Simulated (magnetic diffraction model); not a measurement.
# LaErFeAu below its ordering temperature

Space group Pmc2_1 (no. 26), a = 4.6870 Å, b = 5.6410 Å, c = 7.0710 Å.

| site | atom | x | y | z |
| --- | --- | --- | --- | --- |
| 2a | Au | 0 | 0.9075 | 0.0427 |
| 2b | Er | 1/2 | 0.1331 | 0.8121 |
| 2a | La | 0 | 0.3999 | 0.1812 |
| 2b | Fe | 1/2 | 0.5966 | 0.9581 |

This is a made-up structure (elements placed in a structure type, unrelaxed), so the numbers test the method and describe no known phase.

Only Er and Fe are taken to order (form factors of Er3+ and Fe2+); orders and moment sizes are assumed, and not adapted to the symmetry. Radiation: neutrons of λ = 2.52 Å, 8° to 65°; isotropic B of 0.47 Å² (Au), 0.37 Å² (Er), 0.41 Å² (La) and 0.63 Å² (Fe). Simulated constant-wavelength pattern: nuclear and magnetic terms add, the magnetic one as |2.695 fm × Σ f S⊥ exp(2πi Q·r) exp(−B s²)|², summed over all Q at one angle with the factor 1/(sin²θ cos θ). For collinear order S is the moment m, which repeats by lattice and centring translations R with the sign exp(−2πi k·R). Free-ion form factors, Sears's scattering lengths of 1992, no absorption; a label names one of the reflections at its angle. The strongest nuclear line in the range is 100, and lines under 0.2 are left out.

Above the ordering temperature:

```tsv
2θ (°)	index	I
25.81	(0 1 0)	2.2
31.19	(1 0 0)	0.3
33.21	(0 1 1)	8.7
40.91	(1 1 0)	1.1
41.76	(0 0 2)	1.6
46.20	(1 1 1)	20.1
49.74	(0 1 2)	0.5
53.03	(1 0 2)	61.8
53.07	(0 2 0)	4.8
57.50	(0 2 1)	44.4
59.89	(1 1 2)	100.0
62.85	(1 2 0)	1.1
```

Below it (cell unchanged):

| 2θ (°) | I |
| --- | --- |
| 15.45 | 197.9 |
| 25.81 | 2.2 |
| 30.22 | 14.7 |
| 31.19 | 0.3 |
| 33.21 | 8.7 |
| 36.81 | 47.1 |
| 40.91 | 1.1 |
| 41.76 | 1.6 |
| 44.78 | 47.4 |
| 46.20 | 20.1 |
| 47.56 | 18.9 |
| 49.74 | 0.5 |
| 52.41 | 31.9 |
| 53.03 | 61.8 |
| 53.07 | 4.8 |
| 54.90 | 5.5 |
| 57.50 | 44.4 |
| 59.24 | 17.2 |
| 59.89 | 100.0 |
| 59.92 | 34.2 |
| 62.85 | 1.1 |

**Question.** Find the propagation vector, then choose among these models:
A. collinear moments along [110], 6.6 μB on Er and 1.31 μB on Fe; signs + at (1/2, 0.1331, 0.8121), + at (1/2, 0.8669, 0.3121), + at (1/2, 0.5966, 0.9581), + at (1/2, 0.4034, 0.4581)
B. collinear moments along [110], 6.6 μB on Er and 1.31 μB on Fe; signs + at (1/2, 0.1331, 0.8121), + at (1/2, 0.8669, 0.3121), − at (1/2, 0.5966, 0.9581), + at (1/2, 0.4034, 0.4581)
C. collinear moments along [100], 6.6 μB on Er and 1.31 μB on Fe; signs + at (1/2, 0.1331, 0.8121), + at (1/2, 0.8669, 0.3121), − at (1/2, 0.5966, 0.9581), + at (1/2, 0.4034, 0.4581)
D. collinear moments along [100], 6.6 μB on Er and 1.31 μB on Fe; signs + at (1/2, 0.1331, 0.8121), + at (1/2, 0.8669, 0.3121), + at (1/2, 0.5966, 0.9581), + at (1/2, 0.4034, 0.4581)

The new lines index as (1/2 0 0) at 15.45°, (1/2 1 0) at 30.22°, (1/2 1 1) at 36.81° and (1/2 0 2) at 44.78°, that is as H ± k with k = (1/2 0 0). Half indices mean that the moments reverse under translations with k·R a half-integer, and the magnetic cell has twice the primitive volume.

Magnetic intensity, observed (below minus above) and for each model:

| 2θ (°) | index | observed | A | B | C | D |
| --- | --- | --- | --- | --- | --- | --- |
| 15.45 | (1/2 0 0) | 197.9 | 197.9 | 138.6 | <0.2 | <0.2 |
| 30.22 | (1/2 1 0) | 14.7 | 14.7 | 25.2 | 40.5 | 23.6 |
| 36.81 | (1/2 1 1) | 47.1 | 47.1 | 57.5 | 74.8 | 61.2 |
| 44.78 | (1/2 0 2) | 47.4 | 47.4 | 50.4 | 46.5 | 43.7 |
| 47.56 | (3/2 0 0) | 18.9 | 18.9 | 13.8 | <0.2 | <0.2 |
| 52.41 | (1/2 1 2) | 31.9 | 31.9 | 28.4 | 31.8 | 35.7 |
| 59.24 | (3/2 1 1) | 17.2 | 17.2 | 20.4 | 11.3 | 9.5 |
| 59.92 | (1/2 2 1) | 34.2 | 34.2 | 28.6 | 53.4 | 63.9 |

Model A matches.

The structure used: k = (1/2 0 0), collinear moments along [110], 6.6 μB on Er and 1.31 μB on Fe; signs + at (1/2, 0.1331, 0.8121), + at (1/2, 0.8669, 0.3121), + at (1/2, 0.5966, 0.9581), + at (1/2, 0.4034, 0.4581).

[Logs are printed without paths, hosts, clocks, repeated set-up lines and the standing remarks that a program may print on its own settings, such as how far it seeks lower states.]
